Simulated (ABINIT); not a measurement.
```
VCu3S4 (Sulvanite): G0W0 with ABINIT, start to end
1.0
     5.39120    0.00000    0.00000
     0.00000    5.39120    0.00000
     0.00000    0.00000    5.39120
V Cu S
1 3 4
Direct
  0.00000 0.00000 0.00000
  0.50000 0.00000 0.00000
  0.00000 0.50000 0.00000
  0.00000 0.00000 0.50000
  0.23720 0.23720 0.23720
  0.23720 0.76280 0.76280
  0.76280 0.76280 0.23720
  0.76280 0.23720 0.76280
# method: RPA screening on LDA, plane waves, norm-conserving pseudopotentials (and 2 further levels or steps)
# program: ABINIT 10.8.3
# settings: cutoff 38 Ha, PseudoDojo scalar-relativistic 0.4.1 standard, norm-conserving, ngkpt (2, 2, 2), nband 192, ecuteps 4.8 Ha, inclvkb 2, shiftk (0, 0, 0), symchi 1, awtr 1, frequency ppm, 2×2×2 k-mesh
# cost: 5 runs, 8.4 min in all on 8 MPI ranks of Arm Neoverse V1, shared host
# notes: In doubt: a PseudoDojo file used here is known to give poor structures and forces, which bears on pressures, cells, forces and phonons. The program’s warnings: nproc spkpt=  >= nkpt= * nsppol=. The cell and positions come from the Crystallography Open Database and are kept as given unless a step says otherwise. Limits: no spin polarisation; d shell near the gap, gap tends to lie low; d states lean on the start. The 2×2×2 mesh is coarse for this cell, which bears on the long-range parts of exchange and screening. The runs have no spin polarisation. For a closed low-spin shell that is the natural state; where a d or f shell is open it is a constraint, and the gap is then not the crystal’s own.
# LDA gap: 0.98 eV, indirect
# G0W0 gap on the mesh: 2.23 eV
# GW settings: 2×2×2 mesh, 192 bands, screening to 130.6 eV, Godby-Needs plasmon pole
# known limits: short of the basis limit; no spin polarisation; d shell near the gap, gap tends to lie low; d states lean on the start; coarse k mesh
```

[Long decimals in the printed logs are rounded to 6 places.]

[Logs are printed without paths, hosts, clocks, repeated set-up lines and the standing remarks that a program may print on its own settings, such as how far it seeks lower states.]

[Paths, hosts, dates, memory and timing lines, banners, echoed tables and standing remarks are left out of the program output; an Ansatz launch command may be rebuilt from the run's recorded settings. Measured values are a selection of at most five: reports struck by readers or far from the other reports are left out. None is set beside runs whose start may be inverted or whose files or cutoffs have a known fault.]

[Runs of the session that timed out or met a known fault of the program may be left out.]

[Hosts, paths, dates, database ids (printed as entryN), source tags and the programs' standing remarks are cut or masked in the printed files.]

[G0W0 gaps are taken among the corrected bands and points alone; a level outside them can change the order at an edge.]

[Where Ansatz stands beside ABINIT at settings called matched, ABINIT's density can come from a denser mesh and the files from another edition; pairs whose starting gaps differed by over 0.03 eV were left out, so agreement reads better than it is.]
